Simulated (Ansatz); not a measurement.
Consider KVF3 (cubic perovskite) (Pm-3m).

The structure was built from a prototype and need not be the compound's stable phase.

```xyz
5
Lattice="0.0000 -3.9565 0.0000 0.0000 0.0000 3.9565 -3.9565 0.0000 0.0000" Properties=species:S:1:pos:R:3 pbc="T T T"
K     0.0000    0.0000    0.0000
V    -1.9782   -1.9782    1.9782
F     0.0000   -1.9782    1.9782
F    -1.9782   -1.9782    0.0000
F    -1.9782    0.0000    1.9782
```

The structure was relaxed with LDA. The structure type comes from a generator and need not be one that this composition takes. The structure was generated from a model, not taken from a measurement. The runs that relaxed it are not among those shown. The program's search for lower electronic states was switched off, so nothing shows that the state found is the lowest. PAW set soft_2, made with PBE.

A constrained-RPA run (Ansatz 0.2.0; non-magnetic LDA; V t2g + anion p, bands v11 to c1, 4×4×4 mesh, medium accuracy) builds 12 functions on bands 12 eV wide, with 21.0 electrons in the window. The bare on-site interaction is 18.1 eV and the bare J 0.68 eV.

What U and J survive the screening?

On the V t2g shell, U = 7.15 eV (40 % of the bare value), U′ = 6.10 eV, J = 0.51 eV.

The parent state is non-magnetic and the interaction static (zero frequency); U depends on the window and the orbitals, so it belongs to this model alone. A window that holds the anion p bands defines a model with explicit ligands; its U belongs to that model and is not the U of DFT+U.

[Paths, hosts, dates, memory and timing lines, banners, echoed tables and standing remarks are left out of the program output.]

[Logs are printed without paths, hosts, clocks, repeated set-up lines and the standing remarks that a program may print on its own settings, such as how far it seeks lower states.]

[Runs of the session that timed out or met a known fault of the program may be left out.]

[Hosts, paths, dates, database ids (printed as entryN), source tags and the programs' standing remarks are cut or masked in the printed files.]
